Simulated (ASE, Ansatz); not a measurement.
# Electronic structure of generalised stacking fault on (111) (glide set) of a Ge-Si solid solution (72 atoms)

Wanted: forces, charges and levels of generalised stacking fault on (111) (glide set) of a Ge-Si solid solution (72 atoms).

Program: Ansatz 0.2.0. Level of theory: Kohn-Sham DFT, r2SCAN, PAW (set soft_2), plane waves. Results are calculated unless marked as measured.

## Step 1: The starting structure

The cell holds 72 atoms: 51 Ge and 21 Si. Its edges and angles: a = 6.849 Å, b = 11.862 Å, c = 19.778 Å, α = 90.0°, β = 81.7°, γ = 90.0°. It derives from Ge and Si. Diamond-structure Ge lattice (a = 5.5919 Å, the value set for the mixture), cell with z along [111], 1 x 3 x 2 periods; the third cell vector is tilted by 0.417 of 1/2[11-2] and lengthened by 0.2 Å, so the cell holds one fault (glide set); displaced by a Gaussian of 0.01 Å; 21 of 72 Ge sites given to Si at random (lattice constant by Vegard's rule between Ge and Si).

What the set-up can't give: The host structure and its lattice constant were typed by rule, without a check against the phase diagram.

## Step 2: Plane-wave single point

One self-consistent run at the given positions yields energy and forces.

File input.yaml:

```yaml
crystal:
  lattice:
    - [6.84865, 0.0, 0.0]
    - [0.0, 11.86221, 0.0]
    - [2.85363, 0.0, 19.57091]
  atoms:
    - { symbol: Ge, position: [0.4898, 0.16762, 0.0209] }
    - { symbol: Ge, position: [0.43786, 0.16677, 0.14499] }
    - { symbol: Ge, position: [0.75522, 0.16683, 0.18546] }
    - { symbol: Si, position: [0.70302, 0.16645, 0.30862] }
    - { symbol: Si, position: [0.99204, 0.00021, 0.02095] }
    - { symbol: Ge, position: [0.93993, 0.99899, 0.14373] }
    - { symbol: Si, position: [0.25388, 0.9999, 0.18511] }
    - { symbol: Ge, position: [0.20161, 0.00087, 0.31042] }
    - { symbol: Ge, position: [0.52039, 0.00085, 0.35052] }
    - { symbol: Si, position: [0.46812, 0.00022, 0.47445] }
    - { symbol: Si, position: [0.49166, 0.50021, 0.02067] }
    - { symbol: Si, position: [0.44271, 0.49971, 0.14401] }
    - { symbol: Ge, position: [0.75461, 0.50021, 0.18627] }
    - { symbol: Ge, position: [0.70343, 0.49976, 0.30857] }
    - { symbol: Si, position: [0.99164, 0.3347, 0.02084] }
    - { symbol: Ge, position: [0.93873, 0.33449, 0.14516] }
    - { symbol: Ge, position: [0.25566, 0.33224, 0.186] }
    - { symbol: Si, position: [0.20339, 0.33256, 0.30957] }
    - { symbol: Ge, position: [0.52061, 0.33365, 0.35017] }
    - { symbol: Si, position: [0.46782, 0.33388, 0.47416] }
    - { symbol: Ge, position: [0.0183, 0.16623, 0.35066] }
    - { symbol: Ge, position: [0.96724, 0.16713, 0.47498] }
    - { symbol: Si, position: [0.28492, 0.1674, 0.51569] }
    - { symbol: Si, position: [0.23629, 0.16727, 0.63986] }
    - { symbol: Ge, position: [0.54966, 0.16585, 0.68014] }
    - { symbol: Si, position: [0.49848, 0.16518, 0.80394] }
    - { symbol: Ge, position: [0.78428, 0.00054, 0.51573] }
    - { symbol: Ge, position: [0.73065, 0.0006, 0.63968] }
    - { symbol: Si, position: [0.04782, 0.99973, 0.68087] }
    - { symbol: Ge, position: [0.99919, 0.99954, 0.80449] }
    - { symbol: Ge, position: [0.31394, 0.00194, 0.84568] }
    - { symbol: Si, position: [0.2633, 0.99883, 0.96892] }
    - { symbol: Ge, position: [0.49112, 0.83278, 0.0208] }
    - { symbol: Si, position: [0.44104, 0.83254, 0.14464] }
    - { symbol: Ge, position: [0.75531, 0.83283, 0.18601] }
    - { symbol: Ge, position: [0.70674, 0.83216, 0.30854] }
    - { symbol: Ge, position: [0.99464, 0.66635, 0.02112] }
    - { symbol: Ge, position: [0.94037, 0.66772, 0.14416] }
    - { symbol: Ge, position: [0.25507, 0.6677, 0.18586] }
    - { symbol: Ge, position: [0.20581, 0.66774, 0.30956] }
    - { symbol: Ge, position: [0.52039, 0.66586, 0.35072] }
    - { symbol: Ge, position: [0.4712, 0.66727, 0.47475] }
    - { symbol: Ge, position: [0.01793, 0.50185, 0.35025] }
    - { symbol: Ge, position: [0.9661, 0.49947, 0.47455] }
    - { symbol: Ge, position: [0.28706, 0.50011, 0.51615] }
    - { symbol: Ge, position: [0.23074, 0.50034, 0.63859] }
    - { symbol: Ge, position: [0.55008, 0.49929, 0.68116] }
    - { symbol: Ge, position: [0.4978, 0.50134, 0.80385] }
    - { symbol: Si, position: [0.78516, 0.33334, 0.51632] }
    - { symbol: Si, position: [0.7339, 0.33322, 0.63928] }
    - { symbol: Ge, position: [0.04992, 0.33457, 0.67984] }
    - { symbol: Ge, position: [0.9956, 0.33329, 0.80468] }
    - { symbol: Ge, position: [0.31507, 0.33334, 0.84557] }
    - { symbol: Ge, position: [0.26157, 0.3334, 0.96947] }
    - { symbol: Ge, position: [0.8139, 0.16743, 0.8461] }
    - { symbol: Ge, position: [0.7647, 0.16669, 0.96899] }
    - { symbol: Ge, position: [0.01973, 0.83276, 0.34939] }
    - { symbol: Ge, position: [0.96741, 0.83322, 0.47452] }
    - { symbol: Ge, position: [0.28355, 0.83287, 0.51494] }
    - { symbol: Ge, position: [0.23151, 0.83405, 0.63959] }
    - { symbol: Ge, position: [0.55131, 0.83473, 0.68029] }
    - { symbol: Ge, position: [0.49847, 0.83299, 0.80497] }
    - { symbol: Ge, position: [0.78415, 0.66637, 0.51505] }
    - { symbol: Ge, position: [0.73328, 0.66774, 0.63969] }
    - { symbol: Ge, position: [0.04958, 0.66596, 0.68025] }
    - { symbol: Ge, position: [0.99889, 0.66689, 0.80435] }
    - { symbol: Ge, position: [0.31429, 0.66607, 0.84572] }
    - { symbol: Si, position: [0.26363, 0.66567, 0.96911] }
    - { symbol: Si, position: [0.81266, 0.4992, 0.8467] }
    - { symbol: Si, position: [0.76456, 0.50099, 0.96973] }
    - { symbol: Ge, position: [0.81524, 0.83368, 0.84522] }
    - { symbol: Si, position: [0.76213, 0.83374, 0.969] }
kpoints:
  mp_grid: { grid: [2, 1, 1] }
hamiltonian:
  xc: r2scan
scf:
  occupations: { method: gaussian, width: 0.05 }
output:
  forces: true
  stress: true
  populations: intrinsic
  dos:
    method: { smearing: { sigma: 0.1 } }
    de: 0.1
    projected: { site_lists: { Ge: [Ge], Si: [Si] } }
  eigenvalues: true
  write_density: true
  write_potential: true
  volumetric_format: npy
```

Started as:

```console
$ ansatz run input.yaml --threads 8 --pin off --max-ram 15872MiB --backend cpu --events-out ev --progress --plain --runs-dir out
```

The program printed:

```text
Engine: ansatz 0.2.0, aarch64-unknown-linux-gnu
Pseudopotentials: kind: paw
Pseudopotential: Ge, paw, valence charge 14, recommended cutoff 500 eV (meta_gga), Ge.paw.azcp
Pseudopotential: Si, paw, valence charge 4, recommended cutoff 500 eV (meta_gga), Si.paw.azcp
[... 6 lines on functional and potentials left out ...]
Crystal: 72 atoms, lattice volume = 1589.943 Å³
Basis set: ecut = 500 eV, 40375 PW (Γ), exchange–correlation on 200×360×600 points (64 copies of the dense FFT grid, shifted against one another)
Bands: 479, of which v1, the nominal top of the filled ones, is band 399 counted from 1 (398 counted from 0)
Symmetry: 1 space group operations
Space group: P1 (ITA 1), of the structure as read, at distance tolerance 1.2e-4 Å
k-points: 2
[... 7 lines on functional and potentials left out ...]
Initial density: superposition of atomic densities (neutral atoms: chi_scale 0, normalization atom), corrected by the library's trained network
Initial wavefunctions: pseudopotential atomic-orbital guess
Functional: x = r2scan, c = r2scan; τ floored in thin density (d = 2e-4 eV/Å³)
SCF iter   1: F=—  HF=-232850.816656 eV  |F-HF|=—  |Δ(HF+E_count)|=         —  Δρ=6.34e-3  dr2=5.94e-1  dr2_τ=2.64e-1  ethr=1.77e-3  ⟨swp⟩=6.0  Hψ=3539  notcnv=0  defer=7
preconditioner: auto → LDOS  [insulator: Δε(μ)=0.078 eV  Ē_g=21.183 eV  σ=0.050 eV  W_gap=0.73  n_scr=382 (ndim 8)  ℏωp=26.2 eV  f_vac=0.025  D(μ)=12.95/eV (n_scr^D=52)  ε∞_Penn≈2.5  β→1.0]
SCF iter   2: F=—  HF=-232851.476621 eV  |F-HF|=—  |Δ(HF+E_count)|=   6.60e-1  Δρ=4.45e-3  dr2=5.01e-1  dr2_τ=2.59e-3  ethr=7.44e-5  ⟨swp⟩=3.0  Hψ=1946  notcnv=0  defer=135
SCF iter   3: F=—  HF=-232851.171444 eV  |F-HF|=—  |Δ(HF+E_count)|=   3.05e-1  Δρ=7.85e-4  dr2=1.76e-2  dr2_τ=9.48e-5  ethr=6.28e-5  ⟨swp⟩=3.5  Hψ=1649  notcnv=0  defer=135
SCF iter   4: F=—  HF=-232851.167517 eV  |F-HF|=—  |Δ(HF+E_count)|=   3.93e-3  Δρ=2.67e-4  dr2=4.99e-3  dr2_τ=2.43e-5  ethr=2.21e-6  ⟨swp⟩=2.0  Hψ=1623  notcnv=0  defer=135
SCF iter   5: F=—  HF=-232851.166734 eV  |F-HF|=—  |Δ(HF+E_count)|=   7.84e-4  Δρ=1.31e-4  dr2=9.96e-4  dr2_τ=5.39e-6  ethr=6.26e-7  ⟨swp⟩=2.0  Hψ=1307  notcnv=0  defer=135
SCF iter   6: F=—  HF=-232851.166585 eV  |F-HF|=—  |Δ(HF+E_count)|=   1.49e-4  Δρ=5.61e-5  dr2=2.13e-4  dr2_τ=4.86e-7  ethr=1.25e-7  ⟨swp⟩=3.0  Hψ=1842  notcnv=0  defer=135
SCF iter   7: F=—  HF=-232851.166603 eV  |F-HF|=—  |Δ(HF+E_count)|=   1.78e-5  Δρ=2.58e-5  dr2=4.18e-5  dr2_τ=1.16e-7  ethr=2.67e-8  ⟨swp⟩=2.0  Hψ=1043  notcnv=0  defer=135
SCF iter   8: F=—  HF=-232851.166343 eV  |F-HF|=—  |Δ(HF+E_count)|=   2.60e-4  Δρ=1.11e-5  dr2=7.95e-6  dr2_τ=1.82e-8  ethr=5.24e-9  ⟨swp⟩=2.0  Hψ=1150  notcnv=0  defer=135
SCF iter   9: F=—  HF=-232851.166342 eV  |F-HF|=—  |Δ(HF+E_count)|=   6.14e-7  Δρ=4.45e-6  dr2=1.08e-6  dr2_τ=2.99e-9  ethr=9.96e-10  ⟨swp⟩=2.0  Hψ=1081  notcnv=0  defer=135
SCF iter  10: F=—  HF=-232851.166342 eV  |F-HF|=—  |Δ(HF+E_count)|=   8.82e-8  Δρ=2.12e-6  dr2=1.98e-7  dr2_τ=7.42e-10  ethr=1.35e-10  ⟨swp⟩=2.0  Hψ=1602  notcnv=0  defer=135
SCF iter  11: F=-232851.166342 eV  HF=-232851.166342 eV  |F-HF|=2.44e-8  |Δ(HF+E_count)|=   2.07e-8  Δρ=1.01e-6  dr2=4.01e-8  dr2_τ=1.36e-10  ethr=1.25e-11  ⟨swp⟩=15.0  Hψ=7198  notcnv=0
SCF 1 converged in 11 iterations: F = -232851.166342 eV  dr2 = 4.01e-8
[...]
SCF converged after 11 iterations
Free energy (F): -232851.166342 eV
Harris-Foulkes:  -232851.166342 eV  (|F-HF|=2.44e-8)
Internal energy: -232851.139508 eV  (E = F + TS)
E sigma→0 (E₀):  -232851.152925 eV
Entropy (-TS):   -0.026835 eV (-0.373 meV/atom)
Fermi energy:    8.501054 eV
--- Per-component energies (eV) ---
  E_band       = -8347.619669
  E_kinetic    = 6524.512174
  E_local      = -146412.912609  (includes V_loc(G=0)·N_el)
  E_nonlocal   = 21962.903646
  E_hartree    = 65269.125954
  E_xc         = -4608.751335
  E_vxc        = -4512.065094  (∫ρ·V_xc dr)
  E_paw        = -114661.255846  (= ΣΔE_a)
  E_vpaw       = -16683.923437  (= ΣTr[D̂ρ^β])
  E_aug_tail   = 0.000873  (compensation charges beyond the density's cutoff)
  E_vtau       = 235.614407  (kinetic-family band-sum trace: ∫τ·v_τ [+ j·A + Jᵃ·Aᵃ] dr)
  E_ewald      = -60867.783219
  E_core_change = -56.979146  (= ΣΔE_core)
  E_smearing   = -0.026835  (= −TS)
  E_closure    = 0.000000  (closes the sum)
  Σ components = -232851.166342   (vs F -232851.166342, Δ=0.00e0)
--- Forces (eV/Å), atoms counted from 1 ---
  atom   1  Ge    -7.74658460    -0.12163185     2.46946146
  atom   2  Ge    -0.15004442    -0.46370701     0.02905460
  atom   3  Ge     0.01005837    -0.07169071     0.26230017
  atom   4  Si     0.06504233     0.07808446     0.13493905
  atom   5  Si    -6.39139007    -0.10186024     1.67551251
  atom   6  Ge     0.33609303     0.11387968    -0.15514373
  atom   7  Si     0.30965392    -0.35923287     0.00585545
  atom   8  Ge     0.14525729    -0.14225632    -0.72747811
  atom   9  Ge     0.21038796     0.10043484     0.20936791
  atom  10  Si    -0.15168327     0.32481769     0.11718359
  atom  11  Si    -6.49610451     0.10673986     2.20665237
  atom  12  Si    -0.26121833     0.06486044    -0.27478847
  atom  13  Ge    -0.31646605     0.17039179    -0.45460552
  atom  14  Ge     0.00005174     0.03818260     0.21002316
[...]
atom  71  Ge    -0.05644983    -0.09122241     0.49606259
  atom  72  Si     7.52554627     0.16579538    -2.41055884
  max |Σ_I F_I| component: 5.43e-5 eV/Å
--- Stress (GPa, compression-positive) ---
        4.677971      -0.028725      -4.359378
       -0.028726       1.262397       0.014047
       -4.359377       0.014047       0.452267
  P = ⅓ Tr σ = 2.1309 GPa (21.309 kbar)
--- Band table (eV) ---
  k-point 0: bands = ["-18.2640", "-17.9153", "-17.8877", "-17.7460", [... 463 levels ...], "11.8977", "12.2324", "12.2349", "12.2972", "12.3064", "12.3255", "12.3503", "12.3905", "12.4008", "12.5440", "12.5816", "12.6076"]
  k-point 1: bands = ["-18.2640", "-17.9154", "-17.8878", "-17.7462", [... 463 levels ...], "12.0638", "12.1251", "12.1390", "12.1756", "12.2648", "12.2899", "12.2967", "12.3665", "12.5745", "12.6127", "12.6390", "12.6579"]
--- intrinsic populations: 72 sites ---
  site symbol       q [e]
     0     Ge     14.0125
     1     Ge     14.0179
     2     Ge     14.0145
[...]
71     Si      3.9291
  spilling = -0.000000 (of n_electrons = 798.000000)
```

It took 78 s on 8 threads of Arm Neoverse V2, shared host; peak memory 11 GiB.

Read from the output:

```yaml
free_energy: -232851.1663 eV
free_energy_per_atom: -3234.0440 eV/atom
scf_cycles: 11
pressure: 2.131 GPa
r_m_s_force_component: 1.807 eV/Å
longest_force: 8.185 eV/Å
fermi_energy: 8.501 eV
levels_partly_filled_by_over_2_per_cent: 3
```

Length of the force by element:

| element | coordination | atoms | mean length of the force (eV/Å) | spread | least | most |
| --- | --- | --- | --- | --- | --- | --- |
| Ge | all | 51 | 1.18 | 2.24 | 0.111 | 8.13 |
| Si | all | 21 | 2.71 | 3.27 | 0.169 | 8.18 |

Intrinsic-atomic-orbital charges by element:

| element | coordination | atoms | mean charge (e) | spread | least | most |
| --- | --- | --- | --- | --- | --- | --- |
| Ge | all | 51 | -0.0239 | 0.0265 | -0.119 | 0.0143 |
| Si | all | 21 | 0.058 | 0.0301 | -0.0113 | 0.103 |

States in the cell by windows of 0.5 eV, zero at the Fermi level; the larger projections on atomic orbitals stand beside the total:

| from (eV) | to (eV) | total | Ge p | Si p | Ge s | Si s |
| --- | --- | --- | --- | --- | --- | --- |
| -10 | -9.5 | 0.6 | 0.1 | 0.1 | 0.2 | 0.2 |
| -9.5 | -9 | 7.6 | 2.3 | 0.8 | 3.3 | 1.1 |
| -9 | -8.5 | 13.8 | 4.9 | 1.7 | 5.7 | 1.5 |
| -8.5 | -8 | 9.7 | 3.5 | 1.4 | 3.0 | 1.7 |
| -8 | -7.5 | 9.3 | 3.5 | 1.3 | 2.9 | 1.6 |
| -7.5 | -7 | 7.0 | 2.5 | 1.2 | 2.1 | 1.3 |
| -7 | -6.5 | 6.3 | 2.5 | 1.0 | 1.6 | 1.1 |
| -6.5 | -6 | 5.3 | 2.1 | 1.0 | 1.3 | 0.9 |
| -6 | -5.5 | 7.5 | 3.5 | 1.4 | 1.6 | 0.9 |
| -5.5 | -5 | 17.3 | 11.7 | 4.5 | 0.7 | 0.3 |
| -5 | -4.5 | 13.1 | 8.1 | 3.4 | 1.0 | 0.5 |
| -4.5 | -4 | 20.4 | 13.3 | 6.2 | 0.5 | 0.2 |
| -4 | -3.5 | 21.5 | 14.4 | 5.7 | 0.7 | 0.5 |
| -3.5 | -3 | 27.3 | 19.0 | 7.3 | 0.5 | 0.2 |
| -3 | -2.5 | 16.0 | 11.0 | 4.5 | 0.2 | 0.1 |
| -2.5 | -2 | 18.0 | 11.8 | 5.5 | 0.3 | 0.2 |
| -2 | -1.5 | 7.3 | 5.1 | 2.0 | 0.0 | 0.0 |
| -1.5 | -1 | 5.4 | 3.5 | 1.7 | 0.0 | 0.0 |
| -1 | -0.5 | 2.2 | 1.5 | 0.6 | 0.0 | 0.0 |
| -0.5 | 0 | 1.0 | 0.3 | 0.3 | 0.3 | 0.1 |
| 0 | 0.5 | 15.2 | 5.3 | 3.6 | 4.1 | 1.3 |
| 0.5 | 1 | 21.6 | 8.2 | 4.7 | 5.2 | 1.8 |
| 1 | 1.5 | 19.7 | 8.7 | 3.7 | 3.6 | 1.6 |
| 1.5 | 2 | 20.6 | 9.1 | 4.0 | 3.4 | 1.6 |
| 2 | 2.5 | 11.0 | 5.2 | 2.5 | 1.2 | 0.7 |
| 2.5 | 3 | 26.8 | 13.4 | 6.1 | 2.4 | 1.2 |

Between -26 and -10 eV lie 365 more states.

The stored curve holds about 581 of the 798 electrons; the rest, give or take the few that broadening carries across the Fermi level, lie in deeper levels below its range.

The levels nearest the highest filled one (over half full), pooled over k-points and spins:

| level less the highest filled one (eV) | occupation |
| --- | --- |
| -1.28 | 2 |
| -1.25 | 2 |
| -1.01 | 2 |
| -0.950 | 2 |
| -0.798 | 2 |
| 0 | 1.41 |
| 0.0429 | 0.5 |
| 0.0795 | 0.087 |
| 0.131 | 0.002 |
| 0.141 | 0.001 |
| 0.202 | 0 |
| 0.216 | 0 |

Electrostatic potential energy in the ca plane at fractional y = 0.000, with atoms of Si and Ge within 0.2 Å of it. With pseudopotentials it is smooth inside the atoms' cores, unlike the true potential.

Values in eV, 10 rows by 16 columns, each cell a mean:
```
-35  -6 -26 -22   9  11  10  11  11   4   0   9   5 -13   1 -14
  1   6  -7  -9   9  11  11  11  10 -10 -27   2 -13  -1   9   6
 11  11   9   8  10  11   9   9  10  -7 -28  -3 -31 -14  10  11
 11  11  11  11  11   9  -6  -4   7   2  -2   6 -14  -7  10  11
 11  11  11  11  11   9 -23 -25  -4 -32   2  10   8   8  11  10
 10  11  10   6   9   9 -10 -16  -4 -41  -5  11  11  11  11   8
  3  11   6 -25  -5   1  -4   6   7  -6   6  11  11  11  11   6
 -4  11   5 -37 -19 -14 -28   5  11   9  10  11   9   7  10   8
 -5   8   6  -8  -2  -7 -24   5  11  11  11  11   2 -25   1  -2
-38  -3 -13  -7   9   8   2   9  11  10  10  11  -1 -41 -10 -22
```
Columns run along c (16.0 Å, from fractional 0.00 to 0.81 of the cell; values clipped at the 3rd and 97th percentile), rows up along a (6.8 Å). Atoms in or near the plane, at fractional coordinates: Si at (0.02, 0.99), Ge at (0.14, 0.94), Si at (0.19, 0.25), Ge at (0.31, 0.20), Ge at (0.35, 0.52), Si at (0.47, 0.47), Ge at (0.52, 0.78), Ge at (0.64, 0.73), Si at (0.68, 0.05), Ge at (0.80, 0.00).

Valence density in the ca plane at fractional y = 0.000, with atoms of Si and Ge within 0.2 Å of it. It is the smooth field of the valence electrons, not physical close to the nuclei.

Values in e/Å³, 10 rows by 16 columns, each cell a mean:
```
 0  0  0  0  0  0  0  0  0  0  0  1  8  0  0  0
 0  0  0  0  0  0 11  1  1  1  0  0  0  0  0  0
 0  0  0  0  0  0 12  1  9 12  0  0  0  0  0  0
 0  0  0  1  0  0  1  0  1  2  0  0  0  0  0  0
 0  0  1 19  1  0  0  0  0  0  0  0  0  0  0  0
 0  0  0  4  0  0  0  0  0  0  0  0  1  1  0  0
 0  0  1  0  0  0  0  0  0  0  0  0  7 12  0  0
 0  1 16  1  0  0  0  0  0  0  0  0  2  4  0  0
 0  0  7  1  0  0  0  0  0  0  0  0  1  0  0  1
 0  0  0  0  0  0  0  0  0  0  0  3 14  0  0  0
```
Columns run along c (16.0 Å, from fractional 0.19 to 1.00 of the cell), rows up along a (6.8 Å). Atoms in or near the plane, at fractional coordinates: Ge at (0.31, 0.20), Ge at (0.35, 0.52), Si at (0.47, 0.47), Ge at (0.52, 0.78), Ge at (0.64, 0.73), Si at (0.68, 0.05), Ge at (0.80, 0.00), Ge at (0.85, 0.31), Si at (0.97, 0.26).

Mean intrinsic-atomic-orbital charges: Ge -0.02, Si +0.06 e. Charges this small depend on the projection, at times even in sign.

## Step 3: Structure statistics

These statistics describe the geometry on which the runs were made.

Density 4.48 g/cm³, 22.08 Å³ an atom.

g(r), total and by pair (bins of 0.2 Å):

| r (Å) | total | Ge-Ge | Ge-Si | Si-Si |
| --- | --- | --- | --- | --- |
| 1.90 | 0.31 | 0.00 | 0.45 | 1.47 |
| 2.10 | 0.06 | 0.12 | 0.00 | 0.00 |
| 2.30 | 0.39 | 0.60 | 0.21 | 0.00 |
| 2.50 | 4.85 | 5.35 | 4.32 | 4.39 |
| 2.70 | 0.16 | 0.06 | 0.15 | 0.74 |
| 2.90 | 0.21 | 0.00 | 0.44 | 0.36 |
| 3.10 | 0.00 | 0.00 | 0.00 | 0.00 |
| 3.30 | 0.00 | 0.00 | 0.00 | 0.00 |
| 3.50 | 0.00 | 0.00 | 0.00 | 0.00 |
| 3.70 | 0.00 | 0.00 | 0.00 | 0.00 |
| 3.90 | 6.40 | 6.57 | 6.21 | 6.29 |
| 4.10 | 0.00 | 0.00 | 0.00 | 0.00 |
| 4.30 | 0.47 | 0.31 | 0.61 | 0.77 |
| 4.50 | 0.16 | 0.07 | 0.18 | 0.58 |
| 4.70 | 4.29 | 4.54 | 4.12 | 3.62 |
| 4.90 | 0.00 | 0.00 | 0.00 | 0.00 |
| 5.10 | 0.00 | 0.00 | 0.00 | 0.00 |
| 5.30 | 0.05 | 0.02 | 0.06 | 0.21 |
| 5.50 | 1.48 | 1.40 | 1.55 | 1.58 |
| 5.70 | 0.41 | 0.35 | 0.51 | 0.27 |
| 5.90 | 0.17 | 0.11 | 0.24 | 0.17 |
| 6.10 | 2.52 | 2.74 | 2.31 | 2.31 |
| 6.30 | 0.10 | 0.07 | 0.06 | 0.44 |
| 6.50 | 0.25 | 0.16 | 0.31 | 0.54 |
| 6.70 | 0.13 | 0.11 | 0.17 | 0.06 |
| 6.90 | 3.75 | 4.01 | 3.39 | 3.98 |
| 7.10 | 0.12 | 0.08 | 0.14 | 0.23 |
| 7.30 | 2.33 | 2.32 | 2.41 | 1.96 |

A closer look about Si15, which bears the longest force: 15 atoms, nearest first, numbered in the order of the input, with positions taken from that point.

| atom | x | y | z | distance (Å) | intrinsic-atomic-orbital charge (e) | Fx | Fy | Fz (eV/Å) |
| --- | --- | --- | --- | --- | --- | --- | --- | --- |
| Si15 | 0.00 | 0.00 | 0.00 | 0.00 | 0.07 | -7.75 | 0.17 | 2.63 |
| Ge54 | 1.70 | -0.02 | -1.01 | 1.98 | -0.07 | 7.50 | 0.06 | -2.38 |
| Ge16 | -0.01 | 0.00 | 2.43 | 2.43 | -0.02 | 0.07 | -0.11 | -0.52 |
| Si70 | -1.70 | 1.97 | -1.00 | 2.79 | 0.00 | 6.51 | -0.16 | -2.14 |
| Ge56 | -1.70 | -1.99 | -1.01 | 2.81 | -0.04 | 7.83 | -0.03 | -2.20 |
| Ge53 | 1.71 | -0.02 | -3.43 | 3.84 | -0.02 | 0.14 | -0.36 | -0.22 |
| Ge37 | 0.02 | 3.93 | 0.01 | 3.93 | -0.08 | -7.64 | 0.05 | 2.20 |
| Ge1 | 3.41 | -1.98 | 0.00 | 3.95 | -0.01 | -7.75 | -0.12 | 2.47 |
| Si11 | 3.42 | 1.96 | 0.00 | 3.95 | -0.01 | -6.50 | 0.11 | 2.21 |
| Si11 | -3.42 | 1.96 | 0.00 | 3.95 | -0.01 | -6.50 | 0.11 | 2.21 |
| Ge17 | 2.28 | -0.03 | 3.23 | 3.96 | -0.04 | 0.16 | 0.57 | 0.23 |
| Ge13 | -1.15 | 1.96 | 3.24 | 3.96 | -0.01 | -0.32 | 0.17 | -0.45 |
| Ge3 | -1.15 | -1.99 | 3.22 | 3.96 | -0.01 | 0.01 | -0.07 | 0.26 |
| Ge1 | -3.44 | -1.98 | 0.00 | 3.97 | -0.01 | -7.75 | -0.12 | 2.47 |
| Si5 | 0.00 | -3.97 | 0.00 | 3.97 | 0.03 | -6.39 | -0.10 | 1.68 |

## Step 4: Summary of results

```yaml
free_energy_per_atom: -3234.0440 eV/atom
density: 4.485 g/cm³
pressure: 2.131 GPa
r_m_s_force_component: 1.807 eV/Å
wall_time_of_the_1_dft_run: 78 s
```

What this shows: 3 levels are partly filled by over 2 % (on the run's k-points), and the list of levels jumps by 0.80 eV between -0.80 and +0.00 eV: the Fermi level sits among few, sparse states, as at a band edge, among defect levels or in a metal whose levels bunch into shells on a coarse mesh.

**Limits.** The geometry was built by rule, was displaced at random and isn't relaxed at this level: its force components are 1.8 eV/Å r.m.s. The stress is far from hydrostatic: its diagonal is 4.7, 1.3, 0.5 GPa, compression counted positive. The pressure of 2.1 GPa belongs to a cell and atoms that aren't relaxed at this level.

[Logs are printed without paths, hosts, clocks, repeated set-up lines and the standing remarks that a program may print on its own settings, such as how far it seeks lower states.]

[Hosts, paths, dates, database ids (printed as entryN), source tags and the programs' standing remarks are cut or masked in the printed files.]
